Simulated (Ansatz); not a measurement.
**La on Pt(111): change of the work function**

Wanted: Δφ(θ) for La/Pt(111), starting from the fcc site.

Main program and level: Ansatz 0.2.0; plane-wave DFT, PBE, Ansatz PAW.

## (1) The structure

The cell holds 4 atoms: 4 Pt. Its edges and angles: a = 2.772 Å, b = 2.772 Å, c = 24.790 Å, α = 90.0°, β = 90.0°, γ = 60.0°. Vacuum lies along c.

## (2) The clean slab

The bare slab comes first, as the zero from which every change is counted. The two lowest layers are held at bulk places and the upper ones relax. The dipole correction removes the false field that a one-sided slab makes across the periodic vacuum, so each face gets a flat vacuum level of its own.

Input file input.yaml:

```yaml
crystal:
  lattice:
    - [2.7718585823, 0.0, 0.0]
    - [1.3859292911, 2.4004999479, 0.0]
    - [0.0, 0.0, 24.7896391657]
  atoms:
    - { symbol: Pt, position: [0.0, 0.0, 0.3630549013] }
    - { symbol: Pt, position: [0.3333333333, 0.3333333333, 0.4543516338] }
    - { symbol: Pt, position: [0.6666666667, 0.6666666667, 0.5456483662] }
    - { symbol: Pt, position: [0.0, 0.0, 0.6369450987] }
kpoints:
  mp_grid: { grid: [12, 12, 1] }
hamiltonian:
  xc: pbe
scf:
  occupations: { method: fermi_dirac, width: 0.1 }
  convergence: { dr2_threshold: 1.0e-08 }
efield:
  axis: 3
  dipole_correction: true
  ramp_position: 0.97
  ramp_width: 0.06
relax:
  f_tol: 0.02
  max_steps: 60
  constraints: [{ sites: [0, 1] }]
output:
  write_potential: true
  write_density: true
  volumetric_format: npy
```

The run is started by

```bash
$ ansatz run input.yaml --threads 4 --pin off --max-ram 16384MiB --backend cpu --events-out ev --progress --plain --runs-dir out
```

Numbers of over 12 decimals in the logs are rounded to 6 here.

The program printed:

```text
Engine: ansatz 0.2.0, aarch64-unknown-linux-gnu
Pseudopotentials: kind: paw
Pseudopotential: Pt, paw, valence charge 18, recommended cutoff 420 eV (normal), Pt.paw.azcp
Functional definition: PBE
  parameter kappa = 0.804
  parameter beta = 0.066725
  exchange = pbe_x(kappa = kappa, mu = beta*pi^2/3)
  correlation = pbe_c(beta = beta)
Crystal: 4 atoms, lattice volume = 164.946 Å³
Basis set: ecut = 420 eV, 3263 PW (Γ), exchange–correlation on 40×40×360 points (8 copies of the dense FFT grid, shifted against one another)
Bands: 44, of which v1, the nominal top of the filled ones, is band 36 counted from 1 (35 counted from 0)
Symmetry: 6 space group operations
k-points: 19 of 144 (time reversal used)
Non-local potential: Pt, projectors of the file, l = 0: 3, l = 1: 2, l = 2: 2, l = 3: 1
PAW form: soft (Blöchl's): semilocal exchange-correlation on the pseudo side does not see the compensation charge
PAW one-centre angular grid: Pt, 590 points (default); XC on 64 Gauss nodes
Initial density: superposition of atomic densities (neutral atoms: chi_scale 0, normalization atom), corrected by the library's trained network
Initial wavefunctions: pseudopotential atomic-orbital guess
Functional: x = pbe(κ = 0.804, μ = 0.219515), c = pbe(β = 0.066725)
SCF iter   1: F=—  HF=-50090.991717 eV  |F-HF|=—  |Δ(HF+E_count)|=         —  Δρ=5.75e-3  dr2=3.09e-1  ethr=1.77e-3  p=-0.000 e·Å  D=-7.16e-15 V/Å  ΔV_dip=0.00 eV  dr2_dipole=3.81e-7  V_vac-E_F(+/−)=5.23/5.23 eV  ⟨swp⟩=8.8  Hψ=3876  notcnv=0  defer=3
efield: sawtooth ramp at fractional position 0.9700 (set: `efield.ramp_position`, or a place that a band, a saddle search or an elastic batch's reference lends), width 0.0600; the density the first Hamiltonian is built on has a dipole p = -0.000 e·Å; the dipole correction subtracts the counter field D = -7.16e-15 V/Å, which shifts the + side's vacuum level by +0.00 eV against the − side's; the planar-averaged density in the ramp window peaks in size at 7.4e-6 e/Å³
preconditioner: auto → LDOS  [metal: Δε(μ)=0.021 eV  Ē_g=7.789 eV  σ=0.100 eV  W_gap=0.05  n_scr=18 (ndim 8)  ℏωp=18.3 eV  f_vac=0.582  D(μ)=6.47/eV (n_scr^D=38)  β→1.0]
SCF iter   2: F=—  HF=-50090.990102 eV  |F-HF|=—  |Δ(HF+E_count)|=   1.61e-3  Δρ=3.29e-3  dr2=3.42e-2  ethr=4.29e-4  p=-0.000 e·Å  D=-9.35e-6 V/Å  ΔV_dip=0.00 eV  dr2_dipole=9.91e-8  V_vac-E_F(+/−)=5.71/5.71 eV  ⟨swp⟩=2.5  Hψ=1067  notcnv=0  defer=17
SCF iter   3: F=—  HF=-50090.987444 eV  |F-HF|=—  |Δ(HF+E_count)|=   2.66e-3  Δρ=1.41e-3  dr2=2.98e-2  ethr=4.75e-5  p=0.000 e·Å  D=7.75e-6 V/Å  ΔV_dip=-0.00 eV  dr2_dipole=2.74e-8  V_vac-E_F(+/−)=5.60/5.60 eV  ⟨swp⟩=2.6  Hψ=1528  notcnv=0  defer=17
SCF iter   4: F=—  HF=-50090.985222 eV  |F-HF|=—  |Δ(HF+E_count)|=   2.22e-3  Δρ=6.04e-4  dr2=1.66e-3  ethr=4.14e-5  p=-0.000 e·Å  D=-5.42e-7 V/Å  ΔV_dip=0.00 eV  dr2_dipole=9.16e-11  V_vac-E_F(+/−)=5.69/5.69 eV  ⟨swp⟩=2.1  Hψ=1183  notcnv=0  defer=17
SCF iter   5: F=—  HF=-50090.985125 eV  |F-HF|=—  |Δ(HF+E_count)|=   9.70e-5  Δρ=2.71e-4  dr2=8.45e-5  ethr=2.30e-6  p=-0.000 e·Å  D=-3.90e-7 V/Å  ΔV_dip=0.00 eV  dr2_dipole=9.10e-10  V_vac-E_F(+/−)=5.68/5.68 eV  ⟨swp⟩=2.7  Hψ=1289  notcnv=0  defer=17
SCF iter   6: F=—  HF=-50090.985171 eV  |F-HF|=—  |Δ(HF+E_count)|=   4.56e-5  Δρ=4.16e-5  dr2=6.87e-6  ethr=1.17e-7  p=-0.000 e·Å  D=-3.58e-7 V/Å  ΔV_dip=0.00 eV  dr2_dipole=4.46e-10  V_vac-E_F(+/−)=5.66/5.66 eV  ⟨swp⟩=2.3  Hψ=1289  notcnv=0  defer=17
SCF iter   7: F=—  HF=-50090.985173 eV  |F-HF|=—  |Δ(HF+E_count)|=   1.85e-6  Δρ=1.19e-5  dr2=1.38e-7  ethr=9.54e-9  p=-0.000 e·Å  D=-5.42e-8 V/Å  ΔV_dip=0.00 eV  dr2_dipole=9.52e-11  V_vac-E_F(+/−)=5.66/5.66 eV  ⟨swp⟩=2.1  Hψ=1237  notcnv=0  defer=15
SCF iter   8: F=-50090.985173 eV  HF=-50090.985173 eV  |F-HF|=5.49e-8  |Δ(HF+E_count)|=   2.85e-7  Δρ=3.95e-6  dr2=8.81e-9  ethr=1.39e-11  p=-0.000 e·Å  D=-3.69e-9 V/Å  ΔV_dip=0.00 eV  dr2_dipole=1.60e-11  V_vac-E_F(+/−)=5.66/5.66 eV  ⟨swp⟩=8.6  Hψ=6861  notcnv=0
SCF 1 converged in 8 iterations: F = -50090.985173 eV  dr2 = 8.81e-9
  greatest PAW one-centre occupation: 1.000 electrons in one spin orbital (limit 2), on the Pt atom at site 2 (counted from 0), in its partial waves of l = 0
relax step   1: F+E_penalty+E_count = -50090.98517332 eV  Δ(F+E_penalty+E_count) = +0.000e0 eV  max|allowed force component| = 4.882e-1 eV/Å  Δτ_max = 0.0000 Å  (8 SCF iters, accepted)
Initial density: handed on by an earlier stage of this run
Initial wavefunctions: those handed on with the density
iter 1 solved again at ethr=6.41e-4 eV; its pass at ethr=3.10e-3 eV (dr2=4.62e-1 eV) is discarded
SCF iter   1: F=—  HF=-50091.029097 eV  |F-HF|=—  |Δ(HF+E_count)|=         —  Δρ=1.16e-2  dr2=4.80e-1  ethr=6.41e-4  p=0.000 e·Å  D=2.66e-7 V/Å  ΔV_dip=-0.00 eV  dr2_dipole=1.45e-1  V_vac-E_F(+/−)=5.71/5.71 eV  ⟨swp⟩=1.3  Hψ=3370  notcnv=0  defer=8
efield: sawtooth ramp at fractional position 0.9700 (set: `efield.ramp_position`, or a place that a band, a saddle search or an elastic batch's reference lends), width 0.0600; the density the first Hamiltonian is built on has a dipole p = 0.000 e·Å; the dipole correction subtracts the counter field D = 2.66e-7 V/Å, which shifts the + side's vacuum level by -0.00 eV against the − side's; the planar-averaged density in the ramp window peaks in size at 3.0e-6 e/Å³
preconditioner: auto → LDOS  [metal: Δε(μ)=0.019 eV  Ē_g=7.721 eV  σ=0.100 eV  W_gap=0.05  n_scr=18 (ndim 8)  ℏωp=18.3 eV  f_vac=0.575  D(μ)=6.64/eV (n_scr^D=50)  β→1.0]
SCF iter   2: F=—  HF=-50091.023852 eV  |F-HF|=—  |Δ(HF+E_count)|=   5.24e-3  Δρ=5.67e-3  dr2=1.45e-1  ethr=6.41e-4  p=0.004 e·Å  D=4.87e-3 V/Å  ΔV_dip=-0.12 eV  dr2_dipole=2.41e-2  V_vac-E_F(+/−)=5.55/5.67 eV  ⟨swp⟩=2.2  Hψ=1413  notcnv=0  defer=8
SCF iter   3: F=—  HF=-50091.004026 eV  |F-HF|=—  |Δ(HF+E_count)|=   1.98e-2  Δρ=2.86e-3  dr2=4.20e-2  ethr=2.02e-4  p=-0.007 e·Å  D=-7.20e-3 V/Å  ΔV_dip=0.18 eV  dr2_dipole=8.42e-5  V_vac-E_F(+/−)=5.86/5.68 eV  ⟨swp⟩=2.5  Hψ=1442  notcnv=0  defer=8
SCF iter   4: F=—  HF=-50090.997103 eV  |F-HF|=—  |Δ(HF+E_count)|=   6.92e-3  Δρ=9.64e-4  dr2=2.01e-3  ethr=5.84e-5  p=-0.003 e·Å  D=-3.38e-3 V/Å  ΔV_dip=0.08 eV  dr2_dipole=4.64e-5  V_vac-E_F(+/−)=5.76/5.68 eV  ⟨swp⟩=2.2  Hψ=1278  notcnv=0  defer=9
SCF iter   5: F=—  HF=-50090.996566 eV  |F-HF|=—  |Δ(HF+E_count)|=   5.37e-4  Δρ=2.91e-4  dr2=3.62e-4  ethr=2.79e-6  p=-0.003 e·Å  D=-2.80e-3 V/Å  ΔV_dip=0.07 eV  dr2_dipole=2.93e-5  V_vac-E_F(+/−)=5.74/5.68 eV  ⟨swp⟩=2.4  Hψ=1502  notcnv=0  defer=14
[...]
SCF iter   5: F=—  HF=-50091.007567 eV  |F-HF|=—  |Δ(HF+E_count)|=   1.08e-4  Δρ=1.80e-4  dr2=2.14e-4  ethr=1.16e-6  p=-0.001 e·Å  D=-7.97e-4 V/Å  ΔV_dip=0.02 eV  dr2_dipole=3.83e-6  V_vac-E_F(+/−)=5.69/5.67 eV  ⟨swp⟩=3.1  Hψ=1402  notcnv=0  defer=18
SCF iter   6: F=—  HF=-50091.007565 eV  |F-HF|=—  |Δ(HF+E_count)|=   1.81e-6  Δρ=9.20e-5  dr2=5.87e-5  ethr=2.97e-7  p=-0.001 e·Å  D=-1.00e-3 V/Å  ΔV_dip=0.02 eV  dr2_dipole=6.27e-8  V_vac-E_F(+/−)=5.70/5.67 eV  ⟨swp⟩=1.1  Hψ=836  notcnv=0  defer=18
SCF iter   7: F=—  HF=-50091.007553 eV  |F-HF|=—  |Δ(HF+E_count)|=   1.18e-5  Δρ=3.49e-5  dr2=1.06e-5  ethr=8.15e-8  p=-0.001 e·Å  D=-1.10e-3 V/Å  ΔV_dip=0.03 eV  dr2_dipole=8.90e-8  V_vac-E_F(+/−)=5.70/5.67 eV  ⟨swp⟩=1.2  Hψ=849  notcnv=0  defer=18
SCF iter   8: F=—  HF=-50091.007547 eV  |F-HF|=—  |Δ(HF+E_count)|=   6.41e-6  Δρ=1.21e-5  dr2=9.31e-7  ethr=1.47e-8  p=-0.001 e·Å  D=-1.07e-3 V/Å  ΔV_dip=0.03 eV  dr2_dipole=4.31e-9  V_vac-E_F(+/−)=5.70/5.67 eV  ⟨swp⟩=1.3  Hψ=862  notcnv=0  defer=18
SCF iter   9: F=—  HF=-50091.007565 eV  |F-HF|=—  |Δ(HF+E_count)|=   1.86e-5  Δρ=4.45e-6  dr2=4.79e-8  ethr=1.29e-9  p=-0.001 e·Å  D=-1.05e-3 V/Å  ΔV_dip=0.03 eV  dr2_dipole=1.77e-11  V_vac-E_F(+/−)=5.70/5.67 eV  ⟨swp⟩=2.0  Hψ=1206  notcnv=0  defer=17
SCF iter  10: F=-50091.007565 eV  HF=-50091.007565 eV  |F-HF|=8.49e-9  |Δ(HF+E_count)|=   3.09e-8  Δρ=1.25e-6  dr2=6.34e-9  ethr=1.39e-11  p=-0.001 e·Å  D=-1.05e-3 V/Å  ΔV_dip=0.03 eV  dr2_dipole=6.37e-10  V_vac-E_F(+/−)=5.70/5.67 eV  ⟨swp⟩=10.8  Hψ=6133  notcnv=0
SCF 3 converged in 10 iterations: F = -50091.007565 eV  dr2 = 6.34e-9
relax step   3: F+E_penalty+E_count = -50091.00756550 eV  Δ(F+E_penalty+E_count) = -1.103e-2 eV  max|allowed force component| = 7.115e-2 eV/Å  Δτ_max = 0.0918 Å  (10 SCF iters, accepted)
SCF iter   1: F=—  HF=-50091.008192 eV  |F-HF|=—  |Δ(HF+E_count)|=         —  Δρ=8.74e-4  dr2=5.06e-3  ethr=8.17e-5  p=-0.001 e·Å  D=-1.05e-3 V/Å  ΔV_dip=0.03 eV  dr2_dipole=1.69e-3  V_vac-E_F(+/−)=5.70/5.68 eV  ⟨swp⟩=2.1  Hψ=1462  notcnv=0  defer=18
efield: sawtooth ramp at fractional position 0.9700 (set: `efield.ramp_position`, or a place that a band, a saddle search or an elastic batch's reference lends), width 0.0600; the density the first Hamiltonian is built on has a dipole p = -0.001 e·Å; the dipole correction subtracts the counter field D = -1.05e-3 V/Å, which shifts the + side's vacuum level by +0.03 eV against the − side's; the planar-averaged density in the ramp window peaks in size at 2.0e-6 e/Å³
preconditioner: auto → LDOS  [metal: Δε(μ)=0.023 eV  Ē_g=7.759 eV  σ=0.100 eV  W_gap=0.06  n_scr=18 (ndim 8)  ℏωp=18.3 eV  f_vac=0.578  D(μ)=6.69/eV (n_scr^D=50)  β→1.0]
SCF iter   2: F=—  HF=-50091.008116 eV  |F-HF|=—  |Δ(HF+E_count)|=   7.63e-5  Δρ=3.88e-4  dr2=1.13e-3  ethr=7.03e-6  p=-0.001 e·Å  D=-6.34e-4 V/Å  ΔV_dip=0.02 eV  dr2_dipole=3.13e-4  V_vac-E_F(+/−)=5.69/5.67 eV  ⟨swp⟩=2.1  Hψ=1263  notcnv=0  defer=18
SCF iter   3: F=—  HF=-50091.008027 eV  |F-HF|=—  |Δ(HF+E_count)|=   8.81e-5  Δρ=2.54e-4  dr2=3.19e-4  ethr=1.57e-6  p=-0.002 e·Å  D=-1.78e-3 V/Å  ΔV_dip=0.04 eV  dr2_dipole=1.14e-6  V_vac-E_F(+/−)=5.72/5.67 eV  ⟨swp⟩=2.1  Hψ=1334  notcnv=0  defer=18
SCF iter   4: F=—  HF=-50091.007979 eV  |F-HF|=—  |Δ(HF+E_count)|=   4.87e-5  Δρ=5.52e-5  dr2=1.73e-5  ethr=4.43e-7  p=-0.001 e·Å  D=-1.25e-3 V/Å  ΔV_dip=0.03 eV  dr2_dipole=8.32e-7  V_vac-E_F(+/−)=5.70/5.67 eV  ⟨swp⟩=2.6  Hψ=1384  notcnv=0  defer=18
SCF iter   5: F=—  HF=-50091.007980 eV  |F-HF|=—  |Δ(HF+E_count)|=   1.25e-6  Δρ=2.60e-5  dr2=4.55e-6  ethr=2.40e-8  p=-0.001 e·Å  D=-1.28e-3 V/Å  ΔV_dip=0.03 eV  dr2_dipole=1.21e-7  V_vac-E_F(+/−)=5.70/5.67 eV  ⟨swp⟩=2.7  Hψ=1356  notcnv=0  defer=18
SCF iter   6: F=—  HF=-50091.007983 eV  |F-HF|=—  |Δ(HF+E_count)|=   2.75e-6  Δρ=1.36e-5  dr2=1.32e-6  ethr=6.32e-9  p=-0.001 e·Å  D=-1.27e-3 V/Å  ΔV_dip=0.03 eV  dr2_dipole=2.79e-9  V_vac-E_F(+/−)=5.70/5.67 eV  ⟨swp⟩=1.2  Hψ=826  notcnv=0  defer=18
SCF iter   7: F=—  HF=-50091.007983 eV  |F-HF|=—  |Δ(HF+E_count)|=   1.03e-7  Δρ=5.23e-6  dr2=2.30e-7  ethr=1.84e-9  p=-0.001 e·Å  D=-1.26e-3 V/Å  ΔV_dip=0.03 eV  dr2_dipole=3.75e-9  V_vac-E_F(+/−)=5.70/5.67 eV  ⟨swp⟩=1.2  Hψ=830  notcnv=0  defer=18
SCF iter   8: F=—  HF=-50091.007983 eV  |F-HF|=—  |Δ(HF+E_count)|=   2.13e-8  Δρ=1.98e-6  dr2=1.77e-8  ethr=3.19e-10  p=-0.001 e·Å  D=-1.27e-3 V/Å  ΔV_dip=0.03 eV  dr2_dipole=2.49e-10  V_vac-E_F(+/−)=5.70/5.67 eV  ⟨swp⟩=1.3  Hψ=909  notcnv=0  defer=18
SCF iter   9: F=-50091.007983 eV  HF=-50091.007983 eV  |F-HF|=3.28e-9  |Δ(HF+E_count)|=   1.65e-8  Δρ=5.76e-7  dr2=7.83e-10  ethr=1.39e-11  p=-0.001 e·Å  D=-1.27e-3 V/Å  ΔV_dip=0.03 eV  dr2_dipole=4.15e-12  V_vac-E_F(+/−)=5.70/5.67 eV  ⟨swp⟩=9.9  Hψ=5738  notcnv=0
SCF 4 converged in 9 iterations: F = -50091.007983 eV  dr2 = 7.83e-10
relax step   4: F+E_penalty+E_count = -50091.00798290 eV  Δ(F+E_penalty+E_count) = -4.174e-4 eV  max|allowed force component| = 3.487e-4 eV/Å  Δτ_max = 0.0131 Å  (9 SCF iters, accepted)
NSCF: frozen V_eff on 19 k-points
the band table was solved once a step of the walk had ended and its energy, with any forces and stress, was formed, with the checks that follow a solve (4584 applications of the Hamiltonian). They found nothing against the state; the energy, forces and stress were not computed again (output.eigenvalues in the input reference)
SCF converged after 9 iterations
Free energy (F): -50091.007983 eV
Harris-Foulkes:  -50091.007983 eV  (|F-HF|=3.28e-9)
Internal energy: -50090.790083 eV  (E = F + TS)
E sigma→0 (E₀):  -50090.899033 eV
Entropy (-TS):   -0.217900 eV (-54.475 meV/atom)
Fermi energy:    4.900471 eV
Dipole field:    D = -0.001269 V/Å  (p = -0.001156 e·Å, saw-weighted, corrected)
Work function:   Φ+ = 5.7030 eV   Φ− = 5.6716 eV
Levels:          The Fermi level and band energies are counted from a zero that moves with the ramp; work functions are not
--- Per-component energies (eV) ---
  E_band       = -1818.910560
  E_kinetic    = 2546.761399
  E_local      = -123966.042925  (includes V_loc(G=0)·N_el)
  E_nonlocal   = 800.189997
  E_hartree    = 60581.101335
  E_xc         = -1044.614578
  E_vxc        = -1207.827318  (∫ρ·V_xc dr)
  E_paw        = -37816.082999  (= ΣΔE_a)
  E_vpaw       = -1154.195293  (= ΣTr[D̂ρ^β])
  E_aug_tail   = 0.000812  (compensation charges beyond the density's cutoff)
  E_efield     = 0.000001  (sawtooth field / dipole correction)
  E_vefield    = 0.003642  (∫n·V_field dr)
  E_ewald      = 48807.896875
  E_smearing   = -0.217900  (= −TS)
  E_closure    = -0.000000  (closes the sum)
  Σ components = -50091.007983   (vs F -50091.007983, Δ=0.00e0)
--- Forces (eV/Å), atoms counted from 1 ---
  atom   1  Pt    -0.00000000    -0.00000000    -0.48014120
  atom   2  Pt     0.00000000    -0.00000000     0.47992532
  atom   3  Pt    -0.00000000    -0.00000000     0.00034872
  atom   4  Pt     0.00000000     0.00000000    -0.00014185
  max |Σ_I F_I| component: 9.01e-6 eV/Å
--- Band table (eV; the first three rows and the last of 19) ---
  k-point 0: bands = [... 32 lower, 3.3721, 3.7295, 3.7295, 4.4538, 4.4538, 4.4677, 4.8736, 4.8736, ... 4 higher]
  k-point 1: bands = [... 32 lower, 3.2564, 3.5694, 3.7370, 3.8498, 4.2372, 4.4477, 4.8839, 5.4119, ... 4 higher]
  k-point 2: bands = [... 32 lower, 3.0456, 3.1540, 3.4980, 3.7132, 4.4250, 4.6025, 4.9064, 6.3631, ... 4 higher]
  k-point 18: bands = [... 32 lower, 4.2535, 4.5924, 4.6084, 4.6216, 9.8513, 9.8824, 9.8903, 10.6257, ... 4 higher]
--- Relaxed structure (4 steps of the walk, 4 accepted, 0 SCFs on fresh bases) ---
  F+E_penalty+E_count = -50091.00798290 eV   max|allowed force component| = 3.487e-4 eV/Å
  atoms:
    - { symbol: Pt, position: [0.0, 0.0, 0.363055] }
    - { symbol: Pt, position: [0.333333, 0.333333, 0.454352] }
    - { symbol: Pt, position: [0.666667, 0.666667, 0.547405] }
    - { symbol: Pt, position: [1.786073762132227e-18, -8.930368810661091e-19, 0.641619] }
```

It took 18 s on 4 threads of Arm Neoverse V1, shared host; peak memory 0.46 GiB; 68 s of CPU time.

Step by step:

| step | energy less that of the first step (eV) | largest force component (eV/Å) |
| --- | --- | --- |
| 1 | 0.0000 | 0.4882 |
| 2 | -0.0114 | 0.3306 |
| 3 | -0.0224 | 0.0711 |
| 4 | -0.0228 | 0.0003 |

Forces are held to the 6 operations that the run works with; a distortion that breaks them can't arise in this run.

The atoms that moved most (Å):

```csv
atom,dx,dy,dz,length
Pt4,0.000,0.000,0.116,0.116
Pt3,0.000,0.000,0.044,0.044
```

Final coordinates:

```xyz
4
Lattice="2.7719 0.0000 0.0000 1.3859 2.4005 0.0000 0.0000 0.0000 24.7896" Properties=species:S:1:pos:R:3
Pt    0.0000    0.0000    9.0000
Pt    1.3859    0.8002   11.2632
Pt    2.7719    1.6003   13.5700
Pt    0.0000    0.0000   15.9055
```

This step gave:

| Quantity | Value |
| --- | --- |
| energy at zero smearing | -50090.8990 eV |
| work function, upper face | 5.703 eV |
| work function, lower face | 5.672 eV |
| dipole along the normal | -0.001156 e·Å |
| step between the vacuum levels | 0.03145 eV |

Running mean over 2.263 Å of the planar mean; the ramp of the sawtooth is left out. Table of electron's electrostatic potential energy less the Fermi level by z:

z (Å), electron's electrostatic potential energy less the Fermi level (eV) and a bar from the least value:
```
      3.5        5.7 ##############################
      4.0        5.7 ##############################
      4.5        5.7 ##############################
      5.0        5.7 ##############################
      5.5        5.7 ##############################
      6.0        5.6 ##############################
      6.5        5.4 ##############################
      7.0        4.6 ############################
      7.5        1.2 ######################
      8.0       -5.0 ############
      8.5      -10.0 ####
      9.0      -11.6 #
      9.5      -11.9 
     10.0      -12.1 
     10.5      -12.1 
     11.0      -12.2 
     11.5      -12.1 
     12.0      -11.8 #
     12.5      -11.7 #
     13.0      -11.9 
     13.5      -12.1 
     14.0      -11.8 #
     14.5      -11.2 ##
     15.0      -11.2 ##
     15.5      -11.5 #
     16.0      -11.3 #
     16.5       -9.2 #####
     17.0       -3.7 ##############
     17.5        2.2 ########################
     18.0        4.9 #############################
     18.5        5.5 ##############################
     19.0        5.7 ##############################
     19.5        5.7 ##############################
     20.0        5.7 ##############################
     20.5        5.7 ##############################
     21.0        5.7 ##############################
     21.5        5.7 ##############################
```

The relaxation took 4 steps and lowered the energy by 0.023 eV; the largest force on the free atoms ends at 3.5e-4 eV/Å.

The work function of the upper face is 5.70 eV.

[end of part 1 of 3]

[Logs are printed without paths, hosts, clocks, repeated set-up lines and the standing remarks that a program may print on its own settings, such as how far it seeks lower states.]

[Hosts, paths, dates, database ids (printed as entryN), source tags and the programs' standing remarks are cut or masked in the printed files.]

[Maps of the electrostatic potential energy from Ansatz leave out the sawtooth potential of an applied field or a dipole correction, so their vacuum need not be flat; planar profiles and work functions include it.]
